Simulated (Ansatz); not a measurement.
## Cl on Pd(111): change of the work function

Aim: the work function of Pd(111) at several coverages of Cl (fcc site), and the dipole that each adsorbate carries.

Method: plane-wave DFT, PBE, Ansatz PAW, in Ansatz 0.2.0.

## 1. The structure

The cell holds 4 atoms: 4 Pd. Its edges and angles: a = 2.751 Å, b = 2.751 Å, c = 24.738 Å, α = 90.0°, β = 90.0°, γ = 60.0°. Vacuum lies along c.

Coordinates:

```cif
data_structure
_symmetry_space_group_name_H-M 'P 1'
_symmetry_Int_Tables_number 1
_cell_length_a 2.7506
_cell_length_b 2.7506
_cell_length_c 24.7377
_cell_angle_alpha 90.000
_cell_angle_beta 90.000
_cell_angle_gamma 60.000
_cell_volume 162.09
loop_
_atom_site_label
_atom_site_type_symbol
_atom_site_fract_x
_atom_site_fract_y
_atom_site_fract_z
_atom_site_occupancy
Pd1 Pd 0.00000 0.00000 0.36382 1
Pd2 Pd 0.33333 0.33333 0.45461 1
Pd3 Pd 0.66667 0.66667 0.54539 1
Pd4 Pd 0.00000 0.00000 0.63618 1
```

## 2. The clean slab

The bare slab comes first, as the zero from which every change is counted. The two lowest layers are held at bulk places and the upper ones relax. The dipole correction removes the false field that a one-sided slab makes across the periodic vacuum, so each face gets a flat vacuum level of its own.

Input file input.yaml:

```yaml
crystal:
  lattice:
    - [2.7506453788, 0.0, 0.0]
    - [1.3753226894, 2.3821287749, 0.0]
    - [0.0, 0.0, 24.7376776414]
  atoms:
    - { symbol: Pd, position: [0.0, 0.0, 0.3638174986] }
    - { symbol: Pd, position: [0.3333333333, 0.3333333333, 0.4546058329] }
    - { symbol: Pd, position: [0.6666666667, 0.6666666667, 0.5453941671] }
    - { symbol: Pd, position: [0.0, 0.0, 0.6361825014] }
kpoints:
  mp_grid: { grid: [12, 12, 1] }
hamiltonian:
  xc: pbe
scf:
  occupations: { method: fermi_dirac, width: 0.1 }
  convergence: { dr2_threshold: 1.0e-08 }
efield:
  axis: 3
  dipole_correction: true
  ramp_position: 0.97
  ramp_width: 0.06
relax:
  f_tol: 0.02
  max_steps: 60
  constraints: [{ sites: [0, 1] }]
output:
  write_potential: true
  write_density: true
  volumetric_format: npy
```

On the command line:

```console
$ ansatz run input.yaml --threads 4 --pin off --max-ram 6144MiB --backend cpu --events-out ev --progress --plain --runs-dir out
```

Numbers of over 12 decimals in the logs are rounded to 6 here.

Output:

```text
Engine: ansatz 0.2.0, aarch64-unknown-linux-gnu
Pseudopotentials: kind: paw
Pseudopotential: Pd, paw, valence charge 18, recommended cutoff 420 eV (normal), Pd.paw.azcp
Functional definition: PBE
  parameter kappa = 0.804
  parameter beta = 0.066725
  exchange = pbe_x(kappa = kappa, mu = beta*pi^2/3)
  correlation = pbe_c(beta = beta)
Crystal: 4 atoms, lattice volume = 162.091 Å³
Basis set: ecut = 420 eV, 3173 PW (Γ), exchange–correlation on 40×40×360 points (8 copies of the dense FFT grid, shifted against one another)
Bands: 44, of which v1, the nominal top of the filled ones, is band 36 counted from 1 (35 counted from 0)
Symmetry: 6 space group operations
k-points: 19 of 144 (time reversal used)
Non-local potential: Pd, projectors of the file, l = 0: 2, l = 1: 2, l = 2: 2, l = 3: 1
PAW form: soft (Blöchl's): semilocal exchange-correlation on the pseudo side does not see the compensation charge
PAW one-centre angular grid: Pd, 590 points (default); XC on 64 Gauss nodes
Initial density: superposition of atomic densities (neutral atoms: chi_scale 0, normalization atom), corrected by the library's trained network
Initial wavefunctions: pseudopotential atomic-orbital guess
Functional: x = pbe(κ = 0.804, μ = 0.219515), c = pbe(β = 0.066725)
SCF iter   1: F=—  HF=-27890.455168 eV  |F-HF|=—  |Δ(HF+E_count)|=         —  Δρ=1.07e-2  dr2=1.28e0  ethr=1.77e-3  p=0.000 e·Å  D=6.33e-14 V/Å  ΔV_dip=-0.00 eV  dr2_dipole=3.98e-8  V_vac-E_F(+/−)=4.91/4.91 eV  ⟨swp⟩=8.8  Hψ=3801  notcnv=0  defer=5
efield: sawtooth ramp at fractional position 0.9700 (set: `efield.ramp_position`, or a place that a band, a saddle search or an elastic batch's reference lends), width 0.0600; the density the first Hamiltonian is built on has a dipole p = 0.000 e·Å; the dipole correction subtracts the counter field D = 6.33e-14 V/Å, which shifts the + side's vacuum level by -0.00 eV against the − side's; the planar-averaged density in the ramp window peaks in size at 1.0e-5 e/Å³
preconditioner: auto → LDOS  [metal: Δε(μ)=0.013 eV  Ē_g=7.392 eV  σ=0.100 eV  W_gap=0.03  n_scr=18 (ndim 8)  ℏωp=18.4 eV  f_vac=0.591  D(μ)=8.60/eV (n_scr^D=102)  β→1.0]
SCF iter   2: F=—  HF=-27890.433595 eV  |F-HF|=—  |Δ(HF+E_count)|=   2.16e-2  Δρ=7.31e-3  dr2=1.75e-1  ethr=1.77e-3  p=0.000 e·Å  D=1.46e-6 V/Å  ΔV_dip=-0.00 eV  dr2_dipole=8.38e-8  V_vac-E_F(+/−)=5.24/5.24 eV  ⟨swp⟩=2.3  Hψ=1056  notcnv=0  defer=19
SCF iter   3: F=—  HF=-27890.425870 eV  |F-HF|=—  |Δ(HF+E_count)|=   7.72e-3  Δρ=2.98e-3  dr2=1.13e-1  ethr=2.44e-4  p=-0.000 e·Å  D=-3.11e-6 V/Å  ΔV_dip=0.00 eV  dr2_dipole=6.94e-8  V_vac-E_F(+/−)=5.17/5.17 eV  ⟨swp⟩=2.2  Hψ=1106  notcnv=0  defer=23
SCF iter   4: F=—  HF=-27890.422740 eV  |F-HF|=—  |Δ(HF+E_count)|=   3.13e-3  Δρ=6.69e-4  dr2=1.33e-3  ethr=1.57e-4  p=-0.000 e·Å  D=-9.09e-6 V/Å  ΔV_dip=0.00 eV  dr2_dipole=1.18e-8  V_vac-E_F(+/−)=5.25/5.25 eV  ⟨swp⟩=1.6  Hψ=832  notcnv=0  defer=23
SCF iter   5: F=—  HF=-27890.423181 eV  |F-HF|=—  |Δ(HF+E_count)|=   4.40e-4  Δρ=1.74e-4  dr2=5.12e-5  ethr=1.85e-6  p=-0.000 e·Å  D=-1.19e-6 V/Å  ΔV_dip=0.00 eV  dr2_dipole=2.19e-10  V_vac-E_F(+/−)=5.25/5.25 eV  ⟨swp⟩=2.1  Hψ=1258  notcnv=0  defer=23
SCF iter   6: F=—  HF=-27890.423228 eV  |F-HF|=—  |Δ(HF+E_count)|=   4.68e-5  Δρ=4.92e-5  dr2=8.06e-6  ethr=7.11e-8  p=-0.000 e·Å  D=-9.58e-7 V/Å  ΔV_dip=0.00 eV  dr2_dipole=4.40e-11  V_vac-E_F(+/−)=5.24/5.24 eV  ⟨swp⟩=2.4  Hψ=1396  notcnv=0  defer=23
SCF iter   7: F=—  HF=-27890.423234 eV  |F-HF|=—  |Δ(HF+E_count)|=   6.22e-6  Δρ=1.81e-5  dr2=4.03e-7  ethr=1.12e-8  p=-0.000 e·Å  D=-6.40e-7 V/Å  ΔV_dip=0.00 eV  dr2_dipole=5.42e-12  V_vac-E_F(+/−)=5.24/5.24 eV  ⟨swp⟩=3.2  Hψ=1490  notcnv=0  defer=20
SCF iter   8: F=—  HF=-27890.423235 eV  |F-HF|=—  |Δ(HF+E_count)|=   1.67e-6  Δρ=6.07e-6  dr2=5.45e-8  ethr=5.59e-10  p=-0.000 e·Å  D=-2.91e-7 V/Å  ΔV_dip=0.00 eV  dr2_dipole=1.87e-13  V_vac-E_F(+/−)=5.24/5.24 eV  ⟨swp⟩=2.6  Hψ=1481  notcnv=0  defer=20
SCF iter   9: F=-27890.423236 eV  HF=-27890.423236 eV  |F-HF|=1.11e-8  |Δ(HF+E_count)|=   2.60e-7  Δρ=1.39e-6  dr2=5.22e-9  ethr=1.39e-11  p=-0.000 e·Å  D=-1.16e-7 V/Å  ΔV_dip=0.00 eV  dr2_dipole=3.34e-13  V_vac-E_F(+/−)=5.24/5.24 eV  ⟨swp⟩=9.9  Hψ=5842  notcnv=0
SCF 1 converged in 9 iterations: F = -27890.423236 eV  dr2 = 5.22e-9
  greatest PAW one-centre occupation: 0.999 electrons in one spin orbital (limit 2), on the Pd atom at site 3 (counted from 0), in its partial waves of l = 0
relax step   1: F+E_penalty+E_count = -27890.42323570 eV  Δ(F+E_penalty+E_count) = +0.000e0 eV  max|allowed force component| = 3.166e-1 eV/Å  Δτ_max = 0.0000 Å  (9 SCF iters, accepted)
Initial density: handed on by an earlier stage of this run
Initial wavefunctions: those handed on with the density
iter 1 solved again at ethr=2.12e-4 eV; its pass at ethr=3.10e-3 eV (dr2=1.53e-1 eV) is discarded
SCF iter   1: F=—  HF=-27890.473022 eV  |F-HF|=—  |Δ(HF+E_count)|=         —  Δρ=1.03e-2  dr2=1.69e-1  ethr=2.12e-4  p=-0.000 e·Å  D=-1.13e-6 V/Å  ΔV_dip=0.00 eV  dr2_dipole=2.24e-3  V_vac-E_F(+/−)=5.27/5.27 eV  ⟨swp⟩=1.9  Hψ=3276  notcnv=0  defer=23
efield: sawtooth ramp at fractional position 0.9700 (set: `efield.ramp_position`, or a place that a band, a saddle search or an elastic batch's reference lends), width 0.0600; the density the first Hamiltonian is built on has a dipole p = -0.000 e·Å; the dipole correction subtracts the counter field D = -1.13e-6 V/Å, which shifts the + side's vacuum level by +0.00 eV against the − side's; the planar-averaged density in the ramp window peaks in size at 5.9e-6 e/Å³
preconditioner: auto → LDOS  [metal: Δε(μ)=0.027 eV  Ē_g=7.480 eV  σ=0.100 eV  W_gap=0.07  n_scr=18 (ndim 8)  ℏωp=18.4 eV  f_vac=0.586  D(μ)=8.63/eV (n_scr^D=102)  β→1.0]
SCF iter   2: F=—  HF=-27890.485262 eV  |F-HF|=—  |Δ(HF+E_count)|=   1.22e-2  Δρ=8.04e-3  dr2=2.31e-1  ethr=2.12e-4  p=0.009 e·Å  D=1.02e-2 V/Å  ΔV_dip=-0.25 eV  dr2_dipole=2.06e-2  V_vac-E_F(+/−)=5.00/5.25 eV  ⟨swp⟩=3.1  Hψ=1628  notcnv=0  defer=23
SCF iter   3: F=—  HF=-27890.436933 eV  |F-HF|=—  |Δ(HF+E_count)|=   4.83e-2  Δρ=1.43e-3  dr2=7.38e-3  ethr=2.12e-4  p=-0.000 e·Å  D=-2.15e-5 V/Å  ΔV_dip=0.00 eV  dr2_dipole=1.42e-3  V_vac-E_F(+/−)=5.26/5.25 eV  ⟨swp⟩=2.2  Hψ=1432  notcnv=0  defer=23
SCF iter   4: F=—  HF=-27890.436372 eV  |F-HF|=—  |Δ(HF+E_count)|=   5.61e-4  Δρ=7.26e-4  dr2=1.35e-3  ethr=1.03e-5  p=-0.000 e·Å  D=-2.56e-4 V/Å  ΔV_dip=0.01 eV  dr2_dipole=1.69e-4  V_vac-E_F(+/−)=5.26/5.25 eV  ⟨swp⟩=2.6  Hψ=1517  notcnv=0  defer=23
[...]
SCF iter   9: F=—  HF=-27890.436094 eV  |F-HF|=—  |Δ(HF+E_count)|=   2.66e-6  Δρ=6.84e-6  dr2=2.04e-7  ethr=3.68e-9  p=-0.001 e·Å  D=-1.18e-3 V/Å  ΔV_dip=0.03 eV  dr2_dipole=1.76e-9  V_vac-E_F(+/−)=5.28/5.25 eV  ⟨swp⟩=1.6  Hψ=936  notcnv=0  defer=23
SCF iter  10: F=—  HF=-27890.436094 eV  |F-HF|=—  |Δ(HF+E_count)|=   1.41e-7  Δρ=2.35e-6  dr2=2.46e-8  ethr=2.84e-10  p=-0.001 e·Å  D=-1.18e-3 V/Å  ΔV_dip=0.03 eV  dr2_dipole=5.37e-10  V_vac-E_F(+/−)=5.28/5.25 eV  ⟨swp⟩=1.9  Hψ=1002  notcnv=0  defer=23
SCF iter  11: F=-27890.436094 eV  HF=-27890.436094 eV  |F-HF|=3.74e-9  |Δ(HF+E_count)|=   2.10e-8  Δρ=9.18e-7  dr2=4.35e-9  ethr=1.39e-11  p=-0.001 e·Å  D=-1.17e-3 V/Å  ΔV_dip=0.03 eV  dr2_dipole=3.31e-12  V_vac-E_F(+/−)=5.28/5.25 eV  ⟨swp⟩=9.2  Hψ=5443  notcnv=0
SCF 2 converged in 11 iterations: F = -27890.436094 eV  dr2 = 4.35e-9
  greatest PAW one-centre occupation: 0.999 electrons in one spin orbital (limit 2), on the Pd atom at site 0 (counted from 0), in its partial waves of l = 0
relax step   2: F+E_penalty+E_count = -27890.43609399 eV  Δ(F+E_penalty+E_count) = -1.286e-2 eV  max|allowed force component| = 1.195e-1 eV/Å  Δτ_max = 0.1491 Å  (11 SCF iters, accepted)
SCF iter   1: F=—  HF=-27890.441869 eV  |F-HF|=—  |Δ(HF+E_count)|=         —  Δρ=3.46e-3  dr2=5.32e-2  ethr=1.86e-4  p=-0.001 e·Å  D=-1.17e-3 V/Å  ΔV_dip=0.03 eV  dr2_dipole=1.25e-2  V_vac-E_F(+/−)=5.27/5.24 eV  ⟨swp⟩=3.7  Hψ=1882  notcnv=0  defer=23
efield: sawtooth ramp at fractional position 0.9700 (set: `efield.ramp_position`, or a place that a band, a saddle search or an elastic batch's reference lends), width 0.0600; the density the first Hamiltonian is built on has a dipole p = -0.001 e·Å; the dipole correction subtracts the counter field D = -1.17e-3 V/Å, which shifts the + side's vacuum level by +0.03 eV against the − side's; the planar-averaged density in the ramp window peaks in size at 4.1e-6 e/Å³
preconditioner: auto → LDOS  [metal: Δε(μ)=0.005 eV  Ē_g=7.445 eV  σ=0.100 eV  W_gap=0.01  n_scr=18 (ndim 8)  ℏωp=18.4 eV  f_vac=0.586  D(μ)=8.75/eV (n_scr^D=102)  β→1.0]
SCF iter   2: F=—  HF=-27890.442579 eV  |F-HF|=—  |Δ(HF+E_count)|=   7.10e-4  Δρ=2.46e-3  dr2=2.49e-2  ethr=7.39e-5  p=-0.004 e·Å  D=-4.16e-3 V/Å  ΔV_dip=0.10 eV  dr2_dipole=3.71e-3  V_vac-E_F(+/−)=5.35/5.25 eV  ⟨swp⟩=2.0  Hψ=1476  notcnv=0  defer=23
SCF iter   3: F=—  HF=-27890.438253 eV  |F-HF|=—  |Δ(HF+E_count)|=   4.33e-3  Δρ=5.40e-4  dr2=2.62e-3  ethr=3.45e-5  p=-0.001 e·Å  D=-7.90e-4 V/Å  ΔV_dip=0.02 eV  dr2_dipole=6.99e-4  V_vac-E_F(+/−)=5.27/5.25 eV  ⟨swp⟩=2.0  Hψ=1237  notcnv=0  defer=23
SCF iter   4: F=—  HF=-27890.438155 eV  |F-HF|=—  |Δ(HF+E_count)|=   9.79e-5  Δρ=2.67e-4  dr2=2.39e-4  ethr=3.65e-6  p=-0.001 e·Å  D=-8.37e-4 V/Å  ΔV_dip=0.02 eV  dr2_dipole=2.30e-5  V_vac-E_F(+/−)=5.27/5.25 eV  ⟨swp⟩=2.1  Hψ=1201  notcnv=0  defer=23
SCF iter   5: F=—  HF=-27890.438115 eV  |F-HF|=—  |Δ(HF+E_count)|=   3.95e-5  Δρ=6.91e-5  dr2=2.80e-5  ethr=3.32e-7  p=-0.001 e·Å  D=-7.61e-4 V/Å  ΔV_dip=0.02 eV  dr2_dipole=4.25e-6  V_vac-E_F(+/−)=5.27/5.25 eV  ⟨swp⟩=2.0  Hψ=1164  notcnv=0  defer=23
SCF iter   6: F=—  HF=-27890.438110 eV  |F-HF|=—  |Δ(HF+E_count)|=   5.40e-6  Δρ=3.89e-5  dr2=5.55e-6  ethr=3.89e-8  p=-0.001 e·Å  D=-7.43e-4 V/Å  ΔV_dip=0.02 eV  dr2_dipole=8.72e-8  V_vac-E_F(+/−)=5.27/5.25 eV  ⟨swp⟩=2.1  Hψ=1071  notcnv=0  defer=23
SCF iter   7: F=—  HF=-27890.438111 eV  |F-HF|=—  |Δ(HF+E_count)|=   7.73e-7  Δρ=2.04e-5  dr2=2.13e-6  ethr=7.71e-9  p=-0.001 e·Å  D=-7.64e-4 V/Å  ΔV_dip=0.02 eV  dr2_dipole=4.51e-11  V_vac-E_F(+/−)=5.27/5.25 eV  ⟨swp⟩=1.5  Hψ=905  notcnv=0  defer=23
SCF iter   8: F=—  HF=-27890.438111 eV  |F-HF|=—  |Δ(HF+E_count)|=   1.24e-7  Δρ=8.84e-6  dr2=3.85e-7  ethr=2.96e-9  p=-0.001 e·Å  D=-7.82e-4 V/Å  ΔV_dip=0.02 eV  dr2_dipole=1.60e-10  V_vac-E_F(+/−)=5.27/5.25 eV  ⟨swp⟩=1.6  Hψ=876  notcnv=0  defer=23
SCF iter   9: F=—  HF=-27890.438111 eV  |F-HF|=—  |Δ(HF+E_count)|=   1.19e-7  Δρ=2.87e-6  dr2=3.19e-8  ethr=5.34e-10  p=-0.001 e·Å  D=-7.82e-4 V/Å  ΔV_dip=0.02 eV  dr2_dipole=8.38e-11  V_vac-E_F(+/−)=5.27/5.25 eV  ⟨swp⟩=1.4  Hψ=891  notcnv=0  defer=23
SCF iter  10: F=-27890.438111 eV  HF=-27890.438111 eV  |F-HF|=9.16e-9  |Δ(HF+E_count)|=   6.29e-8  Δρ=1.13e-6  dr2=4.89e-9  ethr=1.39e-11  p=-0.001 e·Å  D=-7.77e-4 V/Å  ΔV_dip=0.02 eV  dr2_dipole=2.98e-11  V_vac-E_F(+/−)=5.27/5.25 eV  ⟨swp⟩=9.2  Hψ=5458  notcnv=0
SCF 3 converged in 10 iterations: F = -27890.438111 eV  dr2 = 4.89e-9
relax step   3: F+E_penalty+E_count = -27890.43811104 eV  Δ(F+E_penalty+E_count) = -2.017e-3 eV  max|allowed force component| = 1.002e-2 eV/Å  Δτ_max = 0.0431 Å  (10 SCF iters, accepted)
NSCF: frozen V_eff on 19 k-points
the band table was solved once a step of the walk had ended and its energy, with any forces and stress, was formed, with the checks that follow a solve (4649 applications of the Hamiltonian). They found nothing against the state; the energy, forces and stress were not computed again (output.eigenvalues in the input reference)
WARN: The input density's exchange-correlation potential varies sharply where the density is thin. Do not read a vacuum level from v_tot or v_xc, or from such a field of the output density. On a cell that repeats whose density bears no net charge and no dipole along the vacuum's axis use v_es (v_loc + v_h of the components); under efield.dipole_correction with no amplitude use v_es + v_field, which holds any external [...]
SCF converged after 10 iterations
Free energy (F): -27890.438111 eV
Harris-Foulkes:  -27890.438111 eV  (|F-HF|=9.16e-9)
Internal energy: -27890.160758 eV  (E = F + TS)
E sigma→0 (E₀):  -27890.299434 eV
Entropy (-TS):   -0.277353 eV (-69.338 meV/atom)
Fermi energy:    3.865219 eV
Dipole field:    D = -0.000785 V/Å  (p = -0.000703 e·Å, saw-weighted, corrected)
Work function:   Φ+ = 5.2682 eV   Φ− = 5.2488 eV
Levels:          The Fermi level and band energies are counted from a zero that moves with the ramp; work functions are not
--- Per-component energies (eV) ---
  E_band       = -1676.700702
  E_kinetic    = 2053.458325
  E_local      = -127765.330083  (includes V_loc(G=0)·N_el)
  E_nonlocal   = 869.748792
  E_hartree    = 62664.015493
  E_xc         = -672.789627
  E_vxc        = -843.766960  (∫ρ·V_xc dr)
  E_paw        = -15001.631603  (= ΣΔE_a)
  E_vpaw       = -1318.850886  (= ΣTr[D̂ρ^β])
  E_aug_tail   = 0.000881  (compensation charges beyond the density's cutoff)
  E_efield     = 0.000000  (sawtooth field / dipole correction)
  E_vefield    = 0.002178  (∫n·V_field dr)
  E_ewald      = 49962.367064
  E_smearing   = -0.277353  (= −TS)
  E_closure    = 0.000000  (closes the sum)
  Σ components = -27890.438111   (vs F -27890.438111, Δ=0.00e0)
--- Forces (eV/Å), atoms counted from 1 ---
  atom   1  Pd     0.00000000    -0.00000000    -0.31322261
  atom   2  Pd     0.00000000    -0.00000000     0.30972249
  atom   3  Pd     0.00000000     0.00000000    -0.00649871
  atom   4  Pd    -0.00000000     0.00000000     0.01001647
  max |Σ_I F_I| component: 1.76e-5 eV/Å
--- Band table (eV; the first three rows and the last of 19) ---
  k-point 0: bands = [... 32 lower, 2.6989, 2.9476, 2.9476, 3.4679, 3.4679, 3.7710, 3.7710, 4.2819, ... 4 higher]
  k-point 1: bands = [... 32 lower, 2.6192, 2.9508, 2.9602, 3.1225, 3.4642, 3.5262, 3.7785, 4.8762, ... 4 higher]
  k-point 2: bands = [... 32 lower, 2.5130, 2.5291, 2.9094, 2.9320, 3.4494, 3.7948, 4.0102, 5.8227, ... 4 higher]
  k-point 18: bands = [... 32 lower, 3.3435, 3.5770, 3.6104, 3.6222, 10.1875, 10.3728, 10.3815, 11.0947, ... 4 higher]
--- Relaxed structure (3 steps of the walk, 3 accepted, 0 SCFs on fresh bases) ---
  F+E_penalty+E_count = -27890.43811104 eV   max|allowed force component| = 1.002e-2 eV/Å
  atoms:
    - { symbol: Pd, position: [0.0, 0.0, 0.3638174986] }
    - { symbol: Pd, position: [0.333333, 0.333333, 0.454606] }
    - { symbol: Pd, position: [0.666667, 0.666667, 0.547339] }
    - { symbol: Pd, position: [0, 0, 0.640465] }
```

Elapsed: 8.5 s, on 4 threads of Arm Neoverse V2, shared host; peak memory 0.49 GiB.

Step by step:

| step | energy less that of the first step (eV) | largest force component (eV/Å) |
| --- | --- | --- |
| 1 | 0.0000 | 0.3166 |
| 2 | -0.0129 | 0.1195 |
| 3 | -0.0149 | 0.0100 |

Forces are held to the 6 operations that the run works with; a distortion that breaks them can't arise in this run.

The atoms that moved most (Å):

| atom | dx | dy | dz | length |
| --- | --- | --- | --- | --- |
| Pd4 | 0.000 | 0.000 | 0.106 | 0.106 |
| Pd3 | 0.000 | 0.000 | 0.048 | 0.048 |

Final coordinates:

```xyz
4
Lattice="2.7506 0.0000 0.0000 1.3753 2.3821 0.0000 0.0000 0.0000 24.7377" Properties=species:S:1:pos:R:3
Pd    0.0000    0.0000    9.0000
Pd    1.3753    0.7940   11.2459
Pd    2.7506    1.5881   13.5399
Pd    0.0000    0.0000   15.8436
```

Numbers from this step:

```yaml
energy_at_zero_smearing: -27890.2994 eV
work_function_upper_face: 5.268 eV
dipole_along_the_normal: -7.03e-4 e·Å
```

Running mean over 2.246 Å of the planar mean; the ramp of the sawtooth is left out. Electron's electrostatic potential energy less the Fermi level against z:

z (Å), electron's electrostatic potential energy less the Fermi level (eV) and a bar from the least value:
```
      3.5       5.25 ##############################
      4.0       5.25 ##############################
      4.5       5.25 ##############################
      5.0       5.25 ##############################
      5.5       5.23 ##############################
      6.0       5.19 ##############################
      6.5       5.04 #############################
      7.0       4.40 ############################
      7.5       1.79 ######################
      8.0      -3.11 ############
      8.5      -7.03 ###
      9.0      -8.25 #
      9.5      -8.43 
     10.0      -8.48 
     10.5      -8.52 
     11.0      -8.56 
     11.5      -8.51 
     12.0      -8.24 #
     12.5      -8.12 #
     13.0      -8.35 
     13.5      -8.50 
     14.0      -8.28 #
     14.5      -7.92 #
     15.0      -7.94 #
     15.5      -8.20 #
     16.0      -8.01 #
     16.5      -6.08 #####
     17.0      -1.45 ###############
     17.5       2.94 #########################
     18.0       4.73 #############################
     18.5       5.13 ##############################
     19.0       5.23 ##############################
     19.5       5.26 ##############################
     20.0       5.27 ##############################
     20.5       5.27 ##############################
     21.0       5.27 ##############################
     21.5       5.27 ##############################
```

The relaxation took 3 steps and lowered the energy by 0.015 eV; the largest force on the free atoms ends at 0.010 eV/Å.

The work function of the upper face is 5.27 eV.

[end of part 1 of 3]

[Logs are printed without paths, hosts, clocks, repeated set-up lines and the standing remarks that a program may print on its own settings, such as how far it seeks lower states.]

[Hosts, paths, dates, database ids (printed as entryN), source tags and the programs' standing remarks are cut or masked in the printed files.]

[Maps of the electrostatic potential energy from Ansatz leave out the sawtooth potential of an applied field or a dipole correction, so their vacuum need not be flat; planar profiles and work functions include it.]
